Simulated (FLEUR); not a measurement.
**Magnetic state of CuPd (Skaergaardite) from several starts**

Aim: find out whether CuPd (Skaergaardite) carries moments, and which collinear order costs least.

Calculated with FLEUR MaX-R8.1; LDA (VWN); all-electron FLAPW, Dirac cores, scalar-relativistic bands.

This is a report of a sequence of runs, with most program output left out.

The database entry behind the starting cell differs from later determinations by our own check (about 0.35 % long), so it need not match the best structure at ambient conditions.

## Step 1: The starting structure

The structure is cubic, space group Pm-3m (No. 221). The conventional cell has a = 2.988 Å, b = 2.988 Å, c = 2.988 Å, α = 90.00°, β = 90.00°, γ = 90.00°. Nearest to Cu lie 8 Pd at 2.59 Å. Nearest to Pd lie 8 Cu at 2.59 Å. Farther neighbours are not listed.

As a file:

```xyz
2
Lattice="2.9880 0.0000 0.0000 0.0000 2.9880 0.0000 0.0000 0.0000 2.9880" Properties=species:S:1:pos:R:3 pbc="T T T"
Cu    0.0000    0.0000    0.0000
Pd    1.4940    1.4940    1.4940
```

## Step 2: Run 1 (ferro ++)

The parallel start comes first: it shows whether parallel moments hold.

inpgen writes inp.xml from crystal.txt; cutoffs, mixing, functional, smearing and local orbitals are then set in the file. The k list default-1 (kpts.xml, not shown) is a Γ-centred 10×10×10 mesh; where the ranks do not divide the number of points, some are split in two of half the weight.

The input, inp.xml:

```
<?xml version="1.0" encoding="UTF-8" standalone="no"?>
<fleurInput fleurInputVersion="0.39">
   <comment>
      CuPd
   </comment>
   <calculationSetup>
      <cutoffs Kmax="3.6" Gmax="10.8" GmaxXC="10.8" numbands="0"/>
      <scfLoop itmax="90" minDistance="0.00002" maxIterBroyd="15" imix="Anderson" alpha="0.05" precondParam="0.0" spinf="2.0" sdNocoIR="T"/>
      <coreElectrons ctail="T" frcor="F" kcrel="0" coretail_lmax="0"/>
      <xcFunctional name="vwn" relativisticCorrections="F"/>
      <magnetism jspins="2"/>
      <soc l_soc="F" theta="0.0" phi="0.0" spav="F"/>
      <expertModes spex="0" secvar="F"/>
      <geometryOptimization l_f="F" forcealpha="1.0" forcemix="BFGS" epsdisp="0.00001" epsforce="0.00001"/>
      <ldaU l_linMix="F" mixParam="0.05" spinf="1.0"/>
   </calculationSetup>
   <cell>
      <bzIntegration valenceElectrons="27.0" mode="hist" fermiSmearingEnergy="0.00110248">
         <kPointListSelection listName="default-1"/>
         <xi:include xmlns:xi="http://www.w3.org/2001/XInclude" href="kpts.xml"> </xi:include>
      </bzIntegration>
      <xi:include xmlns:xi="http://www.w3.org/2001/XInclude" href="sym.xml"> </xi:include>
      <bulkLattice scale="1.0">
         <bravaisMatrix>
            <row-1>    5.6465016603047999     0.0000000000000000     0.0000000000000000</row-1>
            <row-2>    0.0000000000000000     5.6465016603047999     0.0000000000000000</row-2>
            <row-3>    0.0000000000000000     0.0000000000000000     5.6465016603047999</row-3>
         </bravaisMatrix>
      </bulkLattice>
   </cell>
   <atomSpecies>
      <species name="Copper (Cu.500" element="Cu" atomicNumber="29">
         <mtSphere radius="2.38" gridPoints="787" logIncrement="0.016"/>
         <atomicCutoffs lmax="8" lnonsphr="6"/>
         <electronConfig flipSpins="F">
            <coreConfig>(1s1/2) (2s1/2) (2p1/2) (2p3/2) (3s1/2) (3p1/2) (3p3/2)</coreConfig>
            <valenceConfig>(4s1/2) (3d3/2) (3d5/2)</valenceConfig>
            <stateOccupation state="(4s1/2)" spinUp="0.75" spinDown="0.25"/>
         </electronConfig>
         <energyParameters s="4" p="4" d="3" f="4"/>
      </species>
      <species name="Palladium .601" element="Pd" atomicNumber="46">
         <mtSphere radius="2.38" gridPoints="787" logIncrement="0.016"/>
         <atomicCutoffs lmax="8" lnonsphr="6"/>
         <electronConfig flipSpins="F">
            <coreConfig>(1s1/2) (2s1/2) (2p1/2) (2p3/2) (3s1/2) (3p1/2) (3p3/2) (4s1/2) (3d3/2) (3d5/2)</coreConfig>
            <valenceConfig>(4p1/2) (4p3/2) (5s1/2) (4d3/2) (4d5/2)</valenceConfig>
            <stateOccupation state="(5s1/2)" spinUp="0.5" spinDown="0.5"/>
            <stateOccupation state="(4d3/2)" spinUp="1.8005" spinDown="1.7995"/>
            <stateOccupation state="(4d5/2)" spinUp="3.0" spinDown="2.4"/>
         </electronConfig>
         <energyParameters s="5" p="5" d="4" f="4"/>
         <lo type="SCLO" l="1" n="4" eDeriv="0"/>
      </species>
   </atomSpecies>
   <atomGroups>
      <atomGroup species="Copper (Cu.500">
         <relPos label="                   1">.0000000000 .0000000000 .0000000000</relPos>
         <force calculate="T" relaxXYZ="TTT"/>
      </atomGroup>
      <atomGroup species="Palladium .601">
         <relPos label="                   2">1.000/2.000 1.000/2.000 1.000/2.000</relPos>
         <force calculate="T" relaxXYZ="TTT"/>
      </atomGroup>
   </atomGroups>
   <output dos="F" band="F" slice="F">
      <bandDOS minEnergy="-.5*Htr" maxEnergy="0.5*Htr" sigma="0.015" storeEVData="T"/>
      <plotting iplot="0" polar="F">
         <plot TwoD="T" vec1="  1.0  0.0  0.0" vec2="  0.0  1.0  0.0" vec3="  0.0  0.0  1.0" zero="  0.0  0.0  0.0" file="plot"/>
      </plotting>
      <moessbauerParams electricFieldGradient="F" isomerShift="F" coreHyperfine="F" valenceHyperfine="F"/>
   </output>
</fleurInput>
```

The input, crystal.txt:

```
CuPd
&input film=F cartesian=F /
2.98800000000  0.00000000000  0.00000000000
0.00000000000  2.98800000000  0.00000000000
0.00000000000  0.00000000000  2.98800000000
1.8897261246
1.0 1.0 1.0

2
29 0.00000000000  0.00000000000  0.00000000000 : 0.500
46 0.50000000000  0.50000000000  0.50000000000 : 0.601

&kpt div1=10 div2=10 div3=10 gamma=T /
```

Launch:

```
$ OMP_NUM_THREADS=1 inpgen -f crystal.txt > inpgen.log  # inp.xml is then edited as shown
$ OMP_NUM_THREADS=1 mpirun -n 4 fleur_MPI > fleur.log
```

The job ended after 8.5 s (4 MPI ranks of Arm Neoverse V2, shared host; peak memory 0.17 GiB).

Numbers from this step:

| Quantity | Value |
| --- | --- |
| free energy | -182176.4338 eV |
| program's band gap on this mesh (in a metal only a level spacing) | 1.23e-7 eV |
| final state | non-magnetic |

After 25 cycles the seed has died away: no moment is left.

## Step 3: Run 2 (antiferro q=(0,0,1/2) +-+-)

Reversing part of the moments tests the sign of the couplings between them.

The cell is doubled to 4 atoms to hold this order. The mesh is halved along the doubled vector, so that both cells sample the same points. The k list default-1 (kpts.xml, not shown) is a Γ-centred 10×10×5 mesh.

Changes to inp.xml since step 2:

```diff
@@ -17,3 +17,3 @@
    <cell>
-      <bzIntegration valenceElectrons="27.0" mode="hist" fermiSmearingEnergy="0.00110248">
+      <bzIntegration valenceElectrons="54.0" mode="hist" fermiSmearingEnergy="0.00110248">
          <kPointListSelection listName="default-1"/>
@@ -26,3 +26,3 @@
             <row-2>    0.0000000000000000     5.6465016603047999     0.0000000000000000</row-2>
-            <row-3>    0.0000000000000000     0.0000000000000000     5.6465016603047999</row-3>
+            <row-3>    0.0000000000000000     0.0000000000000000    11.2930033206095999</row-3>
          </bravaisMatrix>
@@ -38,2 +38,12 @@
             <stateOccupation state="(4s1/2)" spinUp="0.75" spinDown="0.25"/>
+         </electronConfig>
+         <energyParameters s="4" p="4" d="3" f="4"/>
+      </species>
+      <species name="Copper (Cu-.500" element="Cu" atomicNumber="29">
+         <mtSphere radius="2.38" gridPoints="787" logIncrement="0.016"/>
+         <atomicCutoffs lmax="8" lnonsphr="6"/>
+         <electronConfig flipSpins="F">
+            <coreConfig>(1s1/2) (2s1/2) (2p1/2) (2p3/2) (3s1/2) (3p1/2) (3p3/2)</coreConfig>
+            <valenceConfig>(4s1/2) (3d3/2) (3d5/2)</valenceConfig>
+            <stateOccupation state="(4s1/2)" spinUp="0.25" spinDown="0.75"/>
          </electronConfig>
@@ -54,2 +64,15 @@
       </species>
+      <species name="Palladium -.601" element="Pd" atomicNumber="46">
+         <mtSphere radius="2.38" gridPoints="787" logIncrement="0.016"/>
+         <atomicCutoffs lmax="8" lnonsphr="6"/>
+         <electronConfig flipSpins="F">
+            <coreConfig>(1s1/2) (2s1/2) (2p1/2) (2p3/2) (3s1/2) (3p1/2) (3p3/2) (4s1/2) (3d3/2) (3d5/2)</coreConfig>
+            <valenceConfig>(4p1/2) (4p3/2) (5s1/2) (4d3/2) (4d5/2)</valenceConfig>
+            <stateOccupation state="(5s1/2)" spinUp="0.5" spinDown="0.5"/>
+            <stateOccupation state="(4d3/2)" spinUp="1.7995" spinDown="1.8005"/>
+            <stateOccupation state="(4d5/2)" spinUp="2.4" spinDown="3.0"/>
+         </electronConfig>
+         <energyParameters s="5" p="5" d="4" f="4"/>
+         <lo type="SCLO" l="1" n="4" eDeriv="0"/>
+      </species>
    </atomSpecies>
@@ -60,4 +83,12 @@
       </atomGroup>
+      <atomGroup species="Copper (Cu-.500">
+         <relPos label="                   2">.0000000000 .0000000000 1.000/2.000</relPos>
+         <force calculate="T" relaxXYZ="TTT"/>
+      </atomGroup>
       <atomGroup species="Palladium .601">
-         <relPos label="                   2">1.000/2.000 1.000/2.000 1.000/2.000</relPos>
+         <relPos label="                   3">1.000/2.000 1.000/2.000 1.000/4.000</relPos>
+         <force calculate="T" relaxXYZ="TTT"/>
+      </atomGroup>
+      <atomGroup species="Palladium -.601">
+         <relPos label="                   4">1.000/2.000 1.000/2.000 -1.000/4.000</relPos>
          <force calculate="T" relaxXYZ="TTT"/>
```

The input, crystal.txt:

```
CuPd
&input film=F cartesian=F /
2.98800000000  0.00000000000  0.00000000000
0.00000000000  2.98800000000  0.00000000000
0.00000000000  0.00000000000  5.97600000000
1.8897261246
1.0 1.0 1.0

4
29 0.00000000000  0.00000000000  0.00000000000 : 0.500
29 0.00000000000  0.00000000000  0.50000000000 : -0.500
46 0.50000000000  0.50000000000  0.25000000000 : 0.601
46 0.50000000000  0.50000000000  0.75000000000 : -0.601

&kpt div1=10 div2=10 div3=5 gamma=T /
```

Elapsed: 42 s, on 4 MPI ranks; peak memory 0.27 GiB; 2.8 min of CPU time.

The spin moment in the muffin-tin sphere vanishes on all atoms.

This step gave:

| Property | Result |
| --- | --- |
| free energy | -364352.8676 eV |
| program's band gap on this mesh (in a metal only a level spacing) | 9.01e-8 eV |
| final state | non-magnetic |

It ends in the same state without moments as the first start; the 1.5e-5 meV a seeded atom between them is numerical noise.

## Step 4: Run 3 (antiferro q=(1/2,1/2,1/2) +-+-)

The cell is doubled to 4 atoms to hold this order. The mesh is halved along the doubled vector, so that both cells sample the same points. The k list default-1 (kpts.xml, not shown) is a Γ-centred 5×10×10 mesh.

Changes to inp.xml since step 3:

```diff
@@ -24,5 +24,5 @@
          <bravaisMatrix>
-            <row-1>    5.6465016603047999     0.0000000000000000     0.0000000000000000</row-1>
-            <row-2>    0.0000000000000000     5.6465016603047999     0.0000000000000000</row-2>
-            <row-3>    0.0000000000000000     0.0000000000000000    11.2930033206095999</row-3>
+            <row-1>   11.2930033206095999     0.0000000000000000     0.0000000000000000</row-1>
+            <row-2>    5.6465016603047999     5.6465016603047999     0.0000000000000000</row-2>
+            <row-3>    5.6465016603047999     0.0000000000000000     5.6465016603047999</row-3>
          </bravaisMatrix>
@@ -84,3 +84,3 @@
       <atomGroup species="Copper (Cu-.500">
-         <relPos label="                   2">.0000000000 .0000000000 1.000/2.000</relPos>
+         <relPos label="                   2">1.000/2.000 .0000000000 .0000000000</relPos>
          <force calculate="T" relaxXYZ="TTT"/>
@@ -88,3 +88,3 @@
       <atomGroup species="Palladium .601">
-         <relPos label="                   3">1.000/2.000 1.000/2.000 1.000/4.000</relPos>
+         <relPos label="                   3">-1.000/4.000 1.000/2.000 1.000/2.000</relPos>
          <force calculate="T" relaxXYZ="TTT"/>
@@ -92,3 +92,3 @@
       <atomGroup species="Palladium -.601">
-         <relPos label="                   4">1.000/2.000 1.000/2.000 -1.000/4.000</relPos>
+         <relPos label="                   4">1.000/4.000 1.000/2.000 1.000/2.000</relPos>
          <force calculate="T" relaxXYZ="TTT"/>
```

The input, crystal.txt:

```
CuPd
&input film=F cartesian=F /
5.97600000000  0.00000000000  0.00000000000
2.98800000000  2.98800000000  0.00000000000
2.98800000000  0.00000000000  2.98800000000
1.8897261246
1.0 1.0 1.0

4
29 0.00000000000  0.00000000000  0.00000000000 : 0.500
29 0.50000000000  0.00000000000  0.00000000000 : -0.500
46 0.75000000000  0.50000000000  0.50000000000 : 0.601
46 0.25000000000  0.50000000000  0.50000000000 : -0.601

&kpt div1=5 div2=10 div3=10 gamma=T /
```

Run time: 47 s. Hardware: 4 MPI ranks; peak memory 0.27 GiB.

The spin moment in the muffin-tin sphere vanishes on all atoms.

This step gave:

```
free energy                                                       : -364352.8676 eV
program's band gap on this mesh (in a metal only a level spacing) : 0 eV
final state                                                       : non-magnetic
```

It ends in the same state without moments as the first start; the 1.5e-5 meV a seeded atom between them is numerical noise.

## Step 5: Start 4: no spin polarisation

A spinless run gives the zero against which the gain from the moments is read.

The k list default-1 (kpts.xml, not shown) is a Γ-centred 10×10×10 mesh.

The input, inp.xml:

```
<?xml version="1.0" encoding="UTF-8" standalone="no"?>
<fleurInput fleurInputVersion="0.39">
   <comment>
      CuPd
   </comment>
   <calculationSetup>
      <cutoffs Kmax="3.6" Gmax="10.8" GmaxXC="10.8" numbands="0"/>
      <scfLoop itmax="90" minDistance="0.00002" maxIterBroyd="15" imix="Anderson" alpha="0.05" precondParam="0.0" spinf="2.0" sdNocoIR="T"/>
      <coreElectrons ctail="T" frcor="F" kcrel="0" coretail_lmax="0"/>
      <xcFunctional name="vwn" relativisticCorrections="F"/>
      <magnetism jspins="1"/>
      <soc l_soc="F" theta="0.0" phi="0.0" spav="F"/>
      <expertModes spex="0" secvar="F"/>
      <geometryOptimization l_f="F" forcealpha="1.0" forcemix="BFGS" epsdisp="0.00001" epsforce="0.00001"/>
      <ldaU l_linMix="F" mixParam="0.05" spinf="1.0"/>
   </calculationSetup>
   <cell>
      <bzIntegration valenceElectrons="27.0" mode="hist" fermiSmearingEnergy="0.00110248">
         <kPointListSelection listName="default-1"/>
         <xi:include xmlns:xi="http://www.w3.org/2001/XInclude" href="kpts.xml"> </xi:include>
      </bzIntegration>
      <xi:include xmlns:xi="http://www.w3.org/2001/XInclude" href="sym.xml"> </xi:include>
      <bulkLattice scale="1.0">
         <bravaisMatrix>
            <row-1>    5.6465016603047999     0.0000000000000000     0.0000000000000000</row-1>
            <row-2>    0.0000000000000000     5.6465016603047999     0.0000000000000000</row-2>
            <row-3>    0.0000000000000000     0.0000000000000000     5.6465016603047999</row-3>
         </bravaisMatrix>
      </bulkLattice>
   </cell>
   <atomSpecies>
      <species name="Copper (Cu)" element="Cu" atomicNumber="29">
         <mtSphere radius="2.38" gridPoints="787" logIncrement="0.016"/>
         <atomicCutoffs lmax="8" lnonsphr="6"/>
         <electronConfig flipSpins="F">
            <coreConfig>(1s1/2) (2s1/2) (2p1/2) (2p3/2) (3s1/2) (3p1/2) (3p3/2)</coreConfig>
            <valenceConfig>(4s1/2) (3d3/2) (3d5/2)</valenceConfig>
            <stateOccupation state="(4s1/2)" spinUp="0.500000" spinDown="0.500000"/>
         </electronConfig>
         <energyParameters s="4" p="4" d="3" f="4"/>
      </species>
      <species name="Palladium (Pd)" element="Pd" atomicNumber="46">
         <mtSphere radius="2.38" gridPoints="787" logIncrement="0.016"/>
         <atomicCutoffs lmax="8" lnonsphr="6"/>
         <electronConfig flipSpins="F">
            <coreConfig>(1s1/2) (2s1/2) (2p1/2) (2p3/2) (3s1/2) (3p1/2) (3p3/2) (4s1/2) (3d3/2) (3d5/2)</coreConfig>
            <valenceConfig>(4p1/2) (4p3/2) (5s1/2) (4d3/2) (4d5/2)</valenceConfig>
            <stateOccupation state="(5s1/2)" spinUp="0.500000" spinDown="0.500000"/>
            <stateOccupation state="(4d3/2)" spinUp="1.800000" spinDown="1.800000"/>
            <stateOccupation state="(4d5/2)" spinUp="2.700000" spinDown="2.700000"/>
         </electronConfig>
         <energyParameters s="5" p="5" d="4" f="4"/>
         <lo type="SCLO" l="1" n="4" eDeriv="0"/>
      </species>
   </atomSpecies>
   <atomGroups>
      <atomGroup species="Copper (Cu)">
         <relPos label="                   1">.0000000000 .0000000000 .0000000000</relPos>
         <force calculate="T" relaxXYZ="TTT"/>
      </atomGroup>
      <atomGroup species="Palladium (Pd)">
         <relPos label="                   2">1.000/2.000 1.000/2.000 1.000/2.000</relPos>
         <force calculate="T" relaxXYZ="TTT"/>
      </atomGroup>
   </atomGroups>
   <output dos="F" band="F" slice="F">
      <bandDOS minEnergy="-.5*Htr" maxEnergy="0.5*Htr" sigma="0.015" storeEVData="T"/>
      <plotting iplot="0" polar="F">
         <plot TwoD="T" vec1="  1.0  0.0  0.0" vec2="  0.0  1.0  0.0" vec3="  0.0  0.0  1.0" zero="  0.0  0.0  0.0" file="plot"/>
      </plotting>
      <moessbauerParams electricFieldGradient="F" isomerShift="F" coreHyperfine="F" valenceHyperfine="F"/>
   </output>
</fleurInput>
```

The input, crystal.txt:

```
CuPd
&input film=F cartesian=F /
2.98800000000  0.00000000000  0.00000000000
0.00000000000  2.98800000000  0.00000000000
0.00000000000  0.00000000000  2.98800000000
1.8897261246
1.0 1.0 1.0

2
29 0.00000000000  0.00000000000  0.00000000000
46 0.50000000000  0.50000000000  0.50000000000

&kpt div1=10 div2=10 div3=10 gamma=T /
```

Run time: 4 s. Hardware: 4 MPI ranks; peak memory 0.15 GiB; 15 s of CPU time.

This step gave:

```
free energy                                                       : -182176.4338 eV
program's band gap on this mesh (in a metal only a level spacing) : 0.02294 eV
final state                                                       : non-magnetic (no spin polarisation)
```

It ends in the same state without moments as the first start; the 3.0e-4 meV a seeded atom between them is numerical noise.

## Step 6: Ranking

Free energies are divided by the number of seeded atoms, so that cells of unlike size compare. Wavevectors q in the names are fractions of the primitive cell's reciprocal vectors.

Orders:

| start | final state | typed order kept | energy over the lowest (meV a seeded atom) | largest sphere moment (μB) | net moment (μB a primitive cell) | mesh matched | CPU time (s) |
| --- | --- | --- | --- | --- | --- | --- | --- |
| ferro ++ | non-magnetic | no | 0 | 0 | 0 | yes | 33.69 |
| antiferro q=(0,0,1/2) +-+- | non-magnetic | no | 0 | 0 | 0 | yes | 167.4 |
| antiferro q=(1/2,1/2,1/2) +-+- | non-magnetic | no | 0 | 0 | 0 | yes | 188.8 |
| no spin polarisation | non-magnetic | - | 3.10e-4 | 0 | 0 | yes | 15.45 |

## Step 7: Results

| Property | Result |
| --- | --- |
| lowest state found | non-magnetic (typed antiferro q=(0,0,1/2) +-+-) |
| largest site spin moment | 0 μB |

The lowest state carries no moment above 0.15 μB, and no start kept one. Only 4 starts were tried; other patterns of signs, canted and longer-period orders were not.

[Logs and program files are shortened in this print: banners, set-up blocks, solver, clock and traceback lines can be left out without a mark of their own.]

[Logs are printed without paths, hosts, clocks, repeated set-up lines and the standing remarks that a program may print on its own settings, such as how far it seeks lower states.]

[Hosts, paths, dates, database ids (printed as entryN), source tags and the programs' standing remarks are cut or masked in the printed files.]

[Where a cell is said to come from a database of computed structures, the database is the Materials Project.]
